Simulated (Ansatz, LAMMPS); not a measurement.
# Localised basis functions on amorphous Zn25Hg15S40 (80 atoms), part 3 of 3

Wanted: errors and times of a linear-scaling basis for amorphous Zn25Hg15S40 (80 atoms). A setting counts as converged where the r.m.s. difference of forces stays under 1 % of the r.m.s. force.

Ansatz 0.2.0; Kohn-Sham DFT, PBE, PAW (set soft_2, large core), plane waves.

The cell: 25 Zn, 15 Hg and 40 S. The quench rate of 3 K/ps is orders of magnitude faster than experiment. The network of bonds at the start is that of the classical potential that made the cell. Sampling is at Γ alone, for a cell whose shortest periodic width is 12 Å. Spin–orbit coupling is left out.

So far. Step 5 (Support functions medium): Forces differ from the reference by 0.62 meV/Å r.m.s., 0.16 % of their size, well within a tolerance of 1 %; the energy by -1.5 meV/atom. It took 4.6 min and 16 cycles; the reference's time can't be set against it, since the two runs asked for unlike analyses.

## (9) What the reference run shows (continued)

Electrostatic potential energy in the ac plane at fractional y = 0.149, with atoms of Zn and Hg and S within 0.2 Å of it. With pseudopotentials it is smooth inside the atoms' cores, unlike the true potential.

Ten even steps from '0' (-33 eV) to '9' (11 eV), each cell a mean:
```
9863268999999999999999999999999999
9986678888999999999999999999999999
9999987422589999999999999999988788
8999983000068999999999875689873136
8999983000058999999998511038861005
8999987311589999999998402027875357
8889999888999999999999742369998888
8778999999999999999999888899999999
8888999999999999999997535799999999
9999999999999999999984000489999999
9999999998657899999984000489999999
9999999973001699999997545786678999
9999999971110589999999989841116999
9999877786324899999999999720204899
9998521268889999999999999863237999
9998300048999999986679999888899999
9998521269999999730027886678999999
9999887889999999711116875468999999
9999998744689999863358987789999999
9999997201169976678899999899999999
9999998301168731148999997546899999
8999999754688610037999983001699877
7899999999999853468999983001599866
8876679999999998899999997546899887
```
Columns run along a (12.1 Å; values clipped at the 3rd and 97th percentile), rows up along c (12.1 Å). Atoms in or near the plane, at fractional coordinates: Zn at (0.68, 0.58), Zn at (0.18, 0.35), Hg at (0.25, 0.82), S at (0.72, 0.78), S at (0.55, 0.27), S at (0.83, 0.44), S at (0.32, 0.48), S at (0.26, 0.16).

Mean Löwdin charges: Hg +0.91, S -0.92, Zn +1.23 e (they miss 1.1 % of the electrons, so they add up to more than the cell's charge). Within 0.4 eV of the Fermi level the largest share is S p (83 % of the projected weight).

## (10) Distances and neighbours

Bonds and neighbours are counted at the geometry of the runs.

Density 5.51 g/cm³, 22.30 Å³ an atom.

Pair distribution functions g(r), in bins of 0.2 Å:

```csv
r (Å),total,S-S,S-Zn,S-Hg,Zn-Zn,Zn-Hg,Hg-Hg
2.30,1.30,0.00,4.17,0.00,0.00,0.00,0.00
2.50,2.68,0.00,7.36,1.98,0.00,0.00,0.00
2.70,1.10,0.00,0.50,5.05,0.00,0.00,0.00
2.90,0.50,0.61,0.17,1.56,0.00,0.00,0.00
3.10,0.44,0.45,0.15,1.00,0.47,0.38,0.00
3.30,0.43,0.58,0.00,0.22,0.00,1.35,2.30
3.50,0.86,1.29,0.00,0.29,1.26,1.99,3.69
3.70,1.57,2.73,0.67,0.60,3.78,1.52,0.47
3.90,1.58,1.92,0.80,0.78,3.29,2.62,2.10
4.10,1.85,2.82,0.79,1.46,3.38,2.16,1.12
4.30,0.98,1.12,0.76,1.03,1.11,1.23,0.69
4.50,1.02,1.10,1.48,0.82,0.34,0.37,1.58
4.70,0.83,0.52,1.19,1.03,0.21,0.85,0.57
4.90,0.69,0.41,1.30,0.59,0.29,0.23,0.52
5.10,0.68,0.68,0.79,0.82,0.09,0.65,0.74
5.30,0.69,0.57,0.83,0.64,0.41,0.67,1.54
5.50,0.73,0.53,0.73,0.94,0.45,1.06,0.61
5.70,0.94,0.44,1.35,1.27,0.70,0.70,0.59
5.90,1.21,0.69,1.57,1.79,0.84,1.03,0.36
```

Bonds by pair of elements; cutoffs follow the first minimum of g(r), held within bounds set by covalent radii, and pairs that aren't listed don't count as bonded:

```csv
pair A-B,cutoff (Å),bonds,mean length (Å),spread (Å),shortest (Å),B about A,A about B
S-Zn,3.02,103,2.45,0.1,2.34,2.58,4.12
S-Hg,3.15,60,2.75,0.165,2.50,1.5,4
```

The cutoff for S-Hg falls short of the minimum of g(r), so counts run low and odd coordinations can be artefacts.

How many atoms have how many bonded neighbours:

```
element  mean  3   4  5  6
     Hg     4  3   9  3  0
      S  4.08  9  21  8  2
     Zn  4.12  0  22  3  0
```

Rings of the network by King's shortest-path rule, up to 12 atoms, one path for each pair of neighbours; H, halogens, alkali and alkaline-earth atoms are left out, and the last column divides by all other atoms, bonded or not:

| ring size (atoms) | rings | per network atom |
| --- | --- | --- |
| 4 | 23 | 0.288 |
| 6 | 142 | 1.77 |
| 8 | 35 | 0.438 |
| 10 | 1 | 0.012 |

First main peaks of g(r), for some of the pairs, lie near 2.4 Å (S-Zn), 2.7 Å (S-Hg) and 3.4 Å (Hg-Hg). Rings of 6 atoms are the most common (71 % of those counted); sizes run from 4 to 10.

The surroundings of Hg27, picked at random, nearest first, numbered as they follow in the input and with coordinates relative to it.

```
atom      x      y      z  distance (Å)  bonds  Löwdin charge (e)     Fx     Fy  Fz (eV/Å)
Hg27   0.00   0.00   0.00          0.00      5               1.00  -0.57   0.01      -0.08
 S69   0.49  -1.90  -1.72          2.61      3              -0.86  -0.82   0.53       0.28
 S75   1.40  -0.81   2.11          2.65      6              -0.96   0.38  -0.30      -0.11
 S70   2.52   0.92  -0.77          2.79      5              -0.83   0.00   0.68      -0.72
 S79  -1.50   2.30   0.54          2.80      4              -0.73  -0.67  -0.07      -0.56
 S66  -2.11  -0.47   2.12          3.03      3              -0.69  -0.34   0.17       0.34
Hg35   0.91   2.07  -2.55          3.41      3               0.90   0.39  -0.29       0.60
Hg32  -2.70  -0.47  -2.03          3.41      3               0.85  -0.55  -0.22       0.15
```

The column of bonds counts only the pairs S-Zn within 3.02 Å, S-Hg within 3.15 Å; other neighbours, such as metal atoms beside each other in a compound, aren't counted, and periodic images can show an atom twice.

## (11) Results

- free energy per atom: -3552.6227 eV/atom
- pressure: -1.662 GPa
- r.m.s. force component: 0.3955 eV/Å
- wall time of the 4 DFT runs: 11 min

What this shows: Against plane waves at 420 eV, the forces differ by 0.62 meV/Å (0.16 %) with support functions medium. At 80 atoms the fastest of the runs at a preset level, support functions low, takes roughly 2.7 times the time of plane waves (whose run also made extra analyses, so the like-for-like ratio is larger), in 14 SCF cycles against 20. Differences between support functions and plane waves include what basis error the plane-wave run still has.

Counting bands leaves a spacing of only 0.050 eV (at Γ alone), which the smearing bridges: 5 levels are partly filled by over 2 %, so a gap, if any, is small at this level.

Caveats: The geometry was minimised with a classical potential after classical dynamics and isn't relaxed at this level: its force components are 0.40 eV/Å r.m.s. The pressure of -1.7 GPa belongs to a cell and atoms that aren't relaxed at this level.

[Logs are printed without paths, hosts, clocks, repeated set-up lines and the standing remarks that a program may print on its own settings, such as how far it seeks lower states.]

[Hosts, paths, dates, database ids (printed as entryN), source tags and the programs' standing remarks are cut or masked in the printed files.]
